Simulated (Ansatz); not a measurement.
# Alpha-Ga2S3 ferroelectric layer monolayer in a perpendicular field

Aim: how the alpha-Ga2S3 ferroelectric layer monolayer screens a field along its normal, and what the field does to its bands. A positive field points along +c.

Program: Ansatz 0.2.0. Level of theory: plane-wave DFT, PBE-D3(BJ), Ansatz PAW (set soft_1); PAW set soft_1. Results are calculated unless marked as measured.

### Step 1. Set-up

The cell holds 5 atoms: 3 S and 2 Ga. Cell: a = 3.650 Å, b = 3.650 Å, c = 43.404 Å, α = 90.0°, β = 90.0°, γ = 120.0°. Vacuum lies along c.

### Step 2. Relaxing the slab

The starting cell is a guess, so the in-plane lattice and the atoms are relaxed first, with the slab cut off from its images along the normal.

Input file input.yaml:

```yaml
crystal:
  lattice:
    - [3.65, 0.0, 0.0]
    - [-1.825, 3.1609927238, 0.0]
    - [0.0, 0.0, 43.4042854862]
  atoms:
    - { symbol: S, position: [0.0, 0.0, 0.4285291139] }
    - { symbol: Ga, position: [0.3333333333, 0.6666666667, 0.454505918] }
    - { symbol: S, position: [0.3333333333, 0.6666666667, 0.5068049013] }
    - { symbol: Ga, position: [0.6666666667, 0.3333333333, 0.5426718865] }
    - { symbol: S, position: [0.0, 0.0, 0.5714708861] }
  periodic: [true, true, false]
kpoints:
  mp_grid: { grid: [12, 12, 1] }
hamiltonian:
  xc: pbe
  dispersion: d3bj
  pseudopotentials: { kind: paw, azcp: { folder: soft_1 } }
scf:
  occupations: { method: fermi_dirac, width: 0.05 }
  convergence: { dr2_threshold: 1.0e-09 }
relax:
  f_tol: 0.004
  max_steps: 90
  cell: {}
output:
  write_potential: true
  write_density: true
  volumetric_format: npy
```

Command:

```sh
$ ansatz run input.yaml --threads 2 --pin off --max-ram 3072MiB --backend cpu --events-out ev --progress --plain --runs-dir out
```

Numbers of over 12 decimals in the logs are rounded to 6 here.

Output:

```text
Warning: relax.cell: scf.convergence.dr2_threshold = 1e-9 eV is looser than the 1.90418979045e-10 eV advised for a relaxation that steers and ends on the stress (1e-10 eV for each atom of the cell: 5, times the square of relax.cell.stress_2d_tol = 0.05 N/m over 16.2 Å (the atoms' height at the walk's start and 5 Å past either face), 3.086e-2 GPa, over a crystal's default 0.05). What an SCF threshold leaves in a stress goes as its square root, and in the free energy as the threshold itself, and one threshold admits the most on a small cell: [figures from the program's tests cut] Set scf.convergence.dr2_threshold to 1.90418979045e-10 eV or tighter. [rest of the remark cut]
Engine: ansatz 0.2.0, aarch64-unknown-linux-gnu
Pseudopotentials: kind: paw
Pseudopotential: S, paw, valence charge 6, recommended cutoff 420 eV (normal), soft_1/S.paw.azcp
Pseudopotential: Ga, paw, valence charge 13, recommended cutoff 420 eV (normal), soft_1/Ga.paw.azcp
Functional definition: PBE
  parameter kappa = 0.804
  parameter beta = 0.066725
  exchange = pbe_x(kappa = kappa, mu = beta*pi^2/3)
  correlation = pbe_c(beta = beta)
Crystal: 5 atoms, lattice volume = 500.782 Å³
Basis set: ecut = 420 eV, 9649 PW (Γ), exchange–correlation on 50×50×600 points (8 copies of the dense FFT grid, shifted against one another)
Bands: 27, of which v1, the nominal top of the filled ones, is band 22 counted from 1 (21 counted from 0)
Symmetry: 6 space group operations
Space group: P3m1 (ITA 156), of the structure as read, at distance tolerance 7.9e-5 Å
k-points: 19 of 144 (time reversal used)
Non-local potential: S, projectors of the file, l = 0: 2, l = 1: 2, l = 2: 1
Non-local potential: Ga, projectors of the file, l = 0: 2, l = 1: 2, l = 2: 3, l = 3: 1
PAW form: soft (Blöchl's): semilocal exchange-correlation on the pseudo side does not see the compensation charge
PAW one-centre angular grid: S, 110 points (default); XC on 64 Gauss nodes
PAW one-centre angular grid: Ga, 590 points (default); XC on 64 Gauss nodes
Initial density: superposition of atomic densities (neutral atoms: chi_scale 0, normalization atom)
Initial wavefunctions: pseudopotential atomic-orbital guess
Functional: x = pbe(κ = 0.804, μ = 0.219515), c = pbe(β = 0.066725)
SCF iter   1: F=—  HF=-10277.157189 eV  |F-HF|=—  |Δ(HF+E_count)|=         —  Δρ=2.24e-2  dr2=3.83e0  ethr=3.10e-3  ⟨swp⟩=15.1  Hψ=4147  notcnv=0
preconditioner: auto → Resta (q_TF=auto, 1.819 Å⁻¹)  ε∞=1.7  [insulator: Δε(μ)=2.296 eV  Ē_g=13.077 eV  σ=0.050 eV  W_gap=1.00  n_scr=24 (ndim 8)  ℏωp=11.0 eV  f_vac=0.765  D(μ)=0.00/eV (n_scr^D=0)  ε∞_Penn≈1.7  vacuum switching on, ρ_ref=1.2e-2 e/Å³]
SCF iter   2: F=—  HF=-10276.826008 eV  |F-HF|=—  |Δ(HF+E_count)|=   3.31e-1  Δρ=1.32e-2  dr2=1.05e1  ethr=3.10e-3  ⟨swp⟩=5.5  Hψ=1527  notcnv=0  defer=15  recentre
preconditioner: auto → LDOS  [metal: Δε(μ)=0.102 eV  Ē_g=13.145 eV  σ=0.050 eV  W_gap=0.45  n_scr=24 (ndim 8)  ℏωp=11.0 eV  f_vac=0.768  D(μ)=1.54/eV (n_scr^D=10)  β→1.0]
SCF iter   3: F=—  HF=-10276.475916 eV  |F-HF|=—  |Δ(HF+E_count)|=   3.50e-1  Δρ=1.21e-2  dr2=1.03e0  ethr=3.10e-3  ⟨swp⟩=4.9  Hψ=1373  notcnv=0
SCF iter   4: F=—  HF=-10276.332925 eV  |F-HF|=—  |Δ(HF+E_count)|=   1.43e-1  Δρ=2.39e-3  dr2=1.56e-1  ethr=2.35e-3  ⟨swp⟩=3.8  Hψ=1015  notcnv=0  defer=12
SCF iter   5: F=—  HF=-10276.309894 eV  |F-HF|=—  |Δ(HF+E_count)|=   2.30e-2  Δρ=1.42e-3  dr2=7.02e-2  ethr=3.54e-4  ⟨swp⟩=5.5  Hψ=1497  notcnv=0  defer=9
SCF iter   6: F=—  HF=-10276.297761 eV  |F-HF|=—  |Δ(HF+E_count)|=   1.21e-2  Δρ=4.70e-4  dr2=3.85e-3  ethr=1.60e-4  ⟨swp⟩=4.3  Hψ=1005  notcnv=0  defer=11
SCF iter   7: F=—  HF=-10276.297552 eV  |F-HF|=—  |Δ(HF+E_count)|=   2.09e-4  Δρ=2.33e-4  dr2=3.06e-4  ethr=8.75e-6  ⟨swp⟩=3.0  Hψ=1028  notcnv=0  defer=11
SCF iter   8: F=—  HF=-10276.297609 eV  |F-HF|=—  |Δ(HF+E_count)|=   5.73e-5  Δρ=9.90e-5  dr2=1.43e-4  ethr=6.95e-7  ⟨swp⟩=3.5  Hψ=1090  notcnv=0  defer=11
SCF iter   9: F=—  HF=-10276.297619 eV  |F-HF|=—  |Δ(HF+E_count)|=   1.02e-5  Δρ=3.54e-5  dr2=8.54e-5  ethr=3.25e-7  ⟨swp⟩=2.3  Hψ=702  notcnv=0  defer=11
SCF iter  10: F=—  HF=-10276.297571 eV  |F-HF|=—  |Δ(HF+E_count)|=   4.79e-5  Δρ=1.44e-5  dr2=3.83e-6  ethr=1.94e-7  ⟨swp⟩=1.9  Hψ=605  notcnv=0  defer=11
SCF iter  11: F=—  HF=-10276.297552 eV  |F-HF|=—  |Δ(HF+E_count)|=   1.89e-5  Δρ=5.15e-6  dr2=1.43e-7  ethr=8.72e-9  ⟨swp⟩=2.7  Hψ=968  notcnv=0  defer=11
SCF iter  12: F=—  HF=-10276.297552 eV  |F-HF|=—  |Δ(HF+E_count)|=   1.20e-7  Δρ=1.79e-6  dr2=1.42e-8  ethr=3.24e-10  ⟨swp⟩=3.2  Hψ=1191  notcnv=0  defer=11
SCF iter  13: F=—  HF=-10276.297552 eV  |F-HF|=—  |Δ(HF+E_count)|=   2.36e-8  Δρ=6.43e-7  dr2=1.95e-9  ethr=3.24e-11  ⟨swp⟩=3.1  Hψ=1116  notcnv=0  defer=11
SCF iter  14: F=-10276.297552 eV  HF=-10276.297552 eV  |F-HF|=1.33e-10  |Δ(HF+E_count)|=   4.73e-9  Δρ=2.38e-7  dr2=7.47e-10  ethr=2.27e-12  ⟨swp⟩=11.7  Hψ=4311  notcnv=0
SCF 1 converged in 14 iterations: F = -10276.297552 eV  dr2 = 7.47e-10
  greatest PAW one-centre occupation: 0.996 electrons in one spin orbital (limit 2), on the Ga atom at site 3 (counted from 0), in its partial waves of l = 2
relax step   1: F+E_penalty+E_count = -10276.29755234 eV  Δ(F+E_penalty+E_count) = +0.000e0 eV  max|allowed force component| = 1.054e0 eV/Å  Δτ_max = 0.0000 Å  P = -3.404 N/m  Ω = 500.782 Å³  fix = [c, alpha, beta]  reactions: c +0.000 N/m  (14 SCF iters, accepted)
Crystal: 5 atoms, lattice volume = 501.287 Å³
Basis set: ecut = 420 eV, 9673 PW (Γ), exchange–correlation on 50×50×600 points (8 copies of the dense FFT grid, shifted against one another)
Initial density: handed on by an earlier stage of this run
Initial wavefunctions: those handed on with the density
iter 1 solved again at ethr=1.62e-4 eV; its pass at ethr=3.10e-3 eV (dr2=7.11e-2 eV) is discarded
SCF iter   1: F=—  HF=-10276.422557 eV  |F-HF|=—  |Δ(HF+E_count)|=         —  Δρ=5.29e-3  dr2=7.95e-2  ethr=1.62e-4  ⟨swp⟩=2.6  Hψ=4103  notcnv=0
preconditioner: auto → Resta (q_TF=auto, 1.819 Å⁻¹)  ε∞=1.6  [insulator: Δε(μ)=1.640 eV  Ē_g=13.678 eV  σ=0.050 eV  W_gap=1.00  n_scr=24 (ndim 8)  ℏωp=11.0 eV  f_vac=0.779  D(μ)=0.00/eV (n_scr^D=0)  ε∞_Penn≈1.6  vacuum switching on, ρ_ref=1.4e-2 e/Å³]
SCF iter   2: F=—  HF=-10276.411737 eV  |F-HF|=—  |Δ(HF+E_count)|=   1.08e-2  Δρ=2.34e-3  dr2=2.02e-2  ethr=1.62e-4  ⟨swp⟩=4.9  Hψ=1354  notcnv=0  defer=2
SCF iter   3: F=—  HF=-10276.411422 eV  |F-HF|=—  |Δ(HF+E_count)|=   3.15e-4  Δρ=1.29e-3  dr2=1.43e-2  ethr=4.59e-5  ⟨swp⟩=3.8  Hψ=895  notcnv=0  defer=2
[...]
SCF iter   5: F=—  HF=-10276.439356 eV  |F-HF|=—  |Δ(HF+E_count)|=   5.32e-5  Δρ=1.08e-4  dr2=5.70e-5  ethr=1.33e-6  ⟨swp⟩=2.2  Hψ=830  notcnv=0  defer=2
SCF iter   6: F=—  HF=-10276.439330 eV  |F-HF|=—  |Δ(HF+E_count)|=   2.56e-5  Δρ=4.74e-5  dr2=8.92e-6  ethr=1.29e-7  ⟨swp⟩=2.3  Hψ=898  notcnv=0  defer=2
SCF iter   7: F=—  HF=-10276.439331 eV  |F-HF|=—  |Δ(HF+E_count)|=   5.93e-7  Δρ=1.48e-5  dr2=1.80e-6  ethr=2.03e-8  ⟨swp⟩=2.9  Hψ=940  notcnv=0  defer=2
SCF iter   8: F=—  HF=-10276.439313 eV  |F-HF|=—  |Δ(HF+E_count)|=   1.79e-5  Δρ=4.07e-6  dr2=6.19e-8  ethr=4.10e-9  ⟨swp⟩=3.0  Hψ=1056  notcnv=0  defer=2
SCF iter   9: F=—  HF=-10276.439313 eV  |F-HF|=—  |Δ(HF+E_count)|=   2.35e-8  Δρ=1.46e-6  dr2=8.54e-9  ethr=1.41e-10  ⟨swp⟩=2.9  Hψ=1121  notcnv=0  defer=2
SCF iter  10: F=-10276.439313 eV  HF=-10276.439313 eV  |F-HF|=3.64e-11  |Δ(HF+E_count)|=  6.15e-10  Δρ=3.26e-7  dr2=7.05e-10  ethr=2.27e-12  ⟨swp⟩=10.6  Hψ=5048  notcnv=0
SCF 3 converged in 10 iterations: F = -10276.439313 eV  dr2 = 7.05e-10
relax step   3: F+E_penalty+E_count = -10276.43931273 eV  Δ(F+E_penalty+E_count) = -2.934e-2 eV  max|allowed force component| = 9.889e-2 eV/Å  Δτ_max = 0.0499 Å  P = -0.669 N/m  Ω = 493.333 Å³  energy of the carried Pulay correction = +3.119e-4 eV  fix = [c, alpha, beta]  reactions: c -0.000 N/m  (10 SCF iters, accepted)
[...]
relax step   4: F+E_penalty+E_count = -10276.44214855 eV  Δ(F+E_penalty+E_count) = -2.836e-3 eV  max|allowed force component| = 2.941e-2 eV/Å  Δτ_max = 0.0084 Å  P = -0.080 N/m  Ω = 489.122 Å³  energy of the carried Pulay correction = +4.904e-4 eV  fix = [c, alpha, beta]  reactions: c -0.000 N/m  (9 SCF iters, accepted)
[...]
relax step   5: F+E_penalty+E_count = -10276.44199661 eV  Δ(F+E_penalty+E_count) = +1.519e-4 eV  max|allowed force component| = 7.335e-2 eV/Å  Δτ_max = 0.0053 Å  P = -0.099 N/m  Ω = 488.628 Å³  energy of the carried Pulay correction = +5.114e-4 eV  fix = [c, alpha, beta]  (9 SCF iters, rejected (line search))
[...]
relax step   6: F+E_penalty+E_count = -10276.44230875 eV  Δ(F+E_penalty+E_count) = -1.602e-4 eV  max|allowed force component| = 6.845e-3 eV/Å  Δτ_max = 0.0027 Å  P = -0.016 N/m  Ω = 488.548 Å³  energy of the carried Pulay correction = +5.147e-4 eV  fix = [c, alpha, beta]  reactions: c -0.000 N/m  (8 SCF iters, accepted)
[...]
relax step   7: F+E_penalty+E_count = -10276.44231456 eV  Δ(F+E_penalty+E_count) = -5.809e-6 eV  max|allowed force component| = 1.282e-3 eV/Å  Δτ_max = 0.0003 Å  P = -0.002 N/m  Ω = 488.464 Å³  energy of the carried Pulay correction = +5.183e-4 eV  fix = [c, alpha, beta]  reactions: c -0.000 N/m  (6 SCF iters, accepted)
Initial wavefunctions: pseudopotential atomic-orbital guess (no wavefunctions were taken with the density)
iter 1 solved again at ethr=7.43e-6 eV; its pass at ethr=3.10e-3 eV (dr2=3.27e-3 eV) is discarded
SCF iter   1: F=—  HF=-10276.441825 eV  |F-HF|=—  |Δ(HF+E_count)|=         —  Δρ=2.00e-5  dr2=1.43e-6  ethr=7.43e-6  ⟨swp⟩=3.7  Hψ=6056  notcnv=0
eigensolver tolerance schedule: the retry pair's looser diagonalisation over-reported the residual by 2282.45 of it (diagonalisation noise at an unbounded share of the residual, at the tolerance the schedule requests for it); recorded, not acted on — ethr = c·dr2/N_el stays at c = 1.0e-1
SCF iter   2: F=—  HF=-10276.441793 eV  |F-HF|=—  |Δ(HF+E_count)|=   3.16e-5  Δρ=1.54e-5  dr2=2.58e-6  ethr=3.26e-9  ⟨swp⟩=5.0  Hψ=1920  notcnv=0
SCF iter   3: F=—  HF=-10276.441793 eV  |F-HF|=—  |Δ(HF+E_count)|=   1.31e-7  Δρ=8.74e-6  dr2=2.40e-6  ethr=3.26e-9  ⟨swp⟩=3.1  Hψ=831  notcnv=0
SCF iter   4: F=—  HF=-10276.441793 eV  |F-HF|=—  |Δ(HF+E_count)|=   1.64e-7  Δρ=4.60e-6  dr2=8.14e-7  ethr=3.26e-9  ⟨swp⟩=2.2  Hψ=594  notcnv=0
SCF iter   5: F=—  HF=-10276.441793 eV  |F-HF|=—  |Δ(HF+E_count)|=   7.93e-8  Δρ=1.67e-6  dr2=1.47e-8  ethr=1.85e-9  ⟨swp⟩=1.8  Hψ=598  notcnv=0
SCF iter   6: F=—  HF=-10276.441793 eV  |F-HF|=—  |Δ(HF+E_count)|=   2.03e-9  Δρ=9.57e-7  dr2=7.66e-9  ethr=3.35e-11  ⟨swp⟩=3.4  Hψ=1104  notcnv=0
SCF iter   7: F=-10276.441793 eV  HF=-10276.441793 eV  |F-HF|=4.09e-10  |Δ(HF+E_count)|=   2.15e-9  Δρ=1.71e-7  dr2=2.25e-10  ethr=2.27e-12  ⟨swp⟩=15.0  Hψ=5407  notcnv=0
SCF 8 converged in 7 iterations: F = -10276.441793 eV  dr2 = 2.25e-10
relax step   8: F+E_penalty+E_count = -10276.44179288 eV  Δ(F+E_penalty+E_count) = +5.217e-4 eV  max|allowed force component| = 1.295e-3 eV/Å  Δτ_max = 0.0000 Å  P = -0.001 N/m  Ω = 488.464 Å³  fix = [c, alpha, beta]  reactions: c -0.000 N/m  stress off target by 1.26e-3 N/m on what of the cell is left free  SCF on the basis re-selected at this cell (its energy is not comparable with the rows above)  (7 SCF iters)
basis re-selected at this cell: Δ(F+E_penalty+E_count) = +5.217e-4 eV, ΔP = +0.001 N/m vs the last step (what re-selecting the basis moved, of the pressure what is left beyond the Pulay correction that the steps carried, after the strain that the cell walked since its last selection, with what the two solves' SCF thresholds leave and, on support functions, any second-order correction that the steps lacked; it is no m [...]
SCF converged after 7 iterations
Free energy (F): -10276.441793 eV
Harris-Foulkes:  -10276.441793 eV  (|F-HF|=4.09e-10)
Internal energy: -10276.441793 eV  (E = F + TS)
E sigma→0 (E₀):  -10276.441793 eV
Fermi energy:    -5.146102 eV
--- Per-component energies (eV) ---
  E_band       = -685.311168
  E_kinetic    = 539.632249
  E_local      = -133490.871308  (includes V_loc(G=0)·N_el)
  E_nonlocal   = -78.293260
  E_hartree    = 66778.072733
  E_xc         = -391.610148
  E_vxc        = -357.941573  (∫ρ·V_xc dr)
  E_paw        = -5814.950428  (= ΣΔE_a)
  E_vpaw       = -853.983076  (= ΣTr[D̂ρ^β])
  E_aug_tail   = -0.000446  (compensation charges beyond the density's cutoff)
  E_ewald      = 62182.786152
  E_disp       = -1.207336  (pairwise vdW)
  E_smearing   = -0.000000  (= −TS)
  E_closure    = 0.000000  (closes the sum)
  Σ components = -10276.441793   (vs F -10276.441793, Δ=0.00e0)
--- Forces (eV/Å), atoms counted from 1 ---
  atom   1  S      0.00000000     0.00000000     0.00047237
  atom   2  Ga     0.00000000     0.00000000    -0.00129474
  atom   3  S      0.00000000     0.00000000     0.00103605
  atom   4  Ga     0.00000000     0.00000000    -0.00018698
  atom   5  S      0.00000000     0.00000000    -0.00002468
  max |Σ_I F_I| component: 2.02e-6 eV/Å
--- 2D stress c σ (N/m, compression-positive) ---
       -0.001260      -0.000000       0.000000
       -0.000000      -0.001260      -0.000000
        0.000000      -0.000000      -0.000000
  P = ½ c Tr σ = -0.0013 N/m
--- Band table (eV; the first three rows and the last of 19) ---
  k-point 0: bands = [... 18 lower, -6.3807, -6.3807, -6.2698, -6.2698, -4.2990, -2.9627, -1.5578, -1.1511, ... 1 higher]
  k-point 1: bands = [... 18 lower, -6.9394, -6.6807, -6.4379, -6.1160, -3.9130, -2.6534, -1.4824, -1.1425, ... 1 higher]
  k-point 2: bands = [... 18 lower, -7.2684, -7.1041, -6.8524, -6.0726, -3.4138, -2.5556, -1.7553, -0.7712, ... 1 higher]
  k-point 18: bands = [... 18 lower, -8.8524, -8.5253, -7.9887, -6.4804, -3.5428, -2.7801, -1.3261, -0.3797, ... 1 higher]
  the weakly bound empty levels are not read free of the cell's end (no_gap_told)
--- Relaxed structure (7 steps of the walk, 6 accepted, 1 SCFs on fresh bases) ---
  F+E_penalty+E_count = -10276.44179288 eV   max|allowed force component| = 1.295e-3 eV/Å   (the final SCF, on the basis selected at the relaxed cell)
  cell:  # Å, volume = 488.4643 Å³
    - [3.604830, 0, 0]
    - [-1.802415, 3.121874, 0]
    - [0, 0, 43.4042854862]
  atoms:
    - { symbol: S, position: [-1.480297366145334e-17, -3.330669073907781e-17, 0.431360] }
    - { symbol: Ga, position: [0.333333, 0.666667, 0.455808] }
    - { symbol: S, position: [0.333333, 0.666667, 0.506555] }
    - { symbol: Ga, position: [0.666667, 0.333333, 0.541924] }
    - { symbol: S, position: [-1.480297366145334e-17, -3.330669073907781e-17, 0.568336] }
```

It took 90 s on 2 threads of Arm Neoverse V2, shared host; peak memory 0.69 GiB; 3 min of CPU time.

The steps of the relaxation:

| step | energy less that of the first step (eV) | largest force component (eV/Å) | volume (Å³) |
| --- | --- | --- | --- |
| 1 | 0.0000 | 1.0537 | 500.78 |
| 2 | -0.1124 | 0.5832 | 501.29 |
| 3 | -0.1418 | 0.0989 | 493.33 |
| 4 | -0.1446 | 0.0294 | 489.12 |
| 5 | -0.1444 | 0.0733 | 488.63 |
| 6 | -0.1448 | 0.0068 | 488.55 |
| 7 | -0.1448 | 0.0013 | 488.46 |
| 8* | -0.1442 | 0.0013 | 488.46 |

Relaxation steps marked * repeat the geometry before them on a plane-wave basis chosen anew for their cell, so energy and pressure can jump there. Relaxation step 5 was tried and not accepted.

The run keeps the 6 symmetry operations that it works with, so distortions that break them were not tested.

| cell as run | before | after | change |
| --- | --- | --- | --- |
| a (Å) | 3.650 | 3.605 | -1.2 % |
| b (Å) | 3.650 | 3.605 | -1.2 % |

The atoms that moved most (Å, along periodic axes as changes of fractional coordinates times the final cell, across vacuum about the mean position):

```
atom     dx     dy      dz  length
  S5  0.000  0.000  -0.136   0.136
  S1  0.000  0.000   0.123   0.123
 Ga2  0.000  0.000   0.057   0.057
 Ga4  0.000  0.000  -0.032   0.032
  S3  0.000  0.000  -0.011   0.011
```

Final coordinates:

```cif
data_structure
_symmetry_space_group_name_H-M 'P 1'
_symmetry_Int_Tables_number 1
_cell_length_a 3.6048
_cell_length_b 3.6048
_cell_length_c 43.4043
_cell_angle_alpha 90.000
_cell_angle_beta 90.000
_cell_angle_gamma 120.000
_cell_volume 488.46
loop_
_atom_site_label
_atom_site_type_symbol
_atom_site_fract_x
_atom_site_fract_y
_atom_site_fract_z
_atom_site_occupancy
S1 S 0.00000 0.00000 0.43136 1
Ga2 Ga 0.33333 0.66667 0.45581 1
S3 S 0.33333 0.66667 0.50655 1
Ga4 Ga 0.66667 0.33333 0.54192 1
S5 S 0.00000 0.00000 0.56834 1
```

The lattice constant a goes from 3.650 to 3.605 Å.

[end of part 1 of 2]

[Logs are printed without paths, hosts, clocks, repeated set-up lines and the standing remarks that a program may print on its own settings, such as how far it seeks lower states.]

[Hosts, paths, dates, database ids (printed as entryN), source tags and the programs' standing remarks are cut or masked in the printed files.]

[Maps of the electrostatic potential energy from Ansatz leave out the sawtooth potential of an applied field or a dipole correction, so their vacuum need not be flat; planar profiles and work functions include it.]
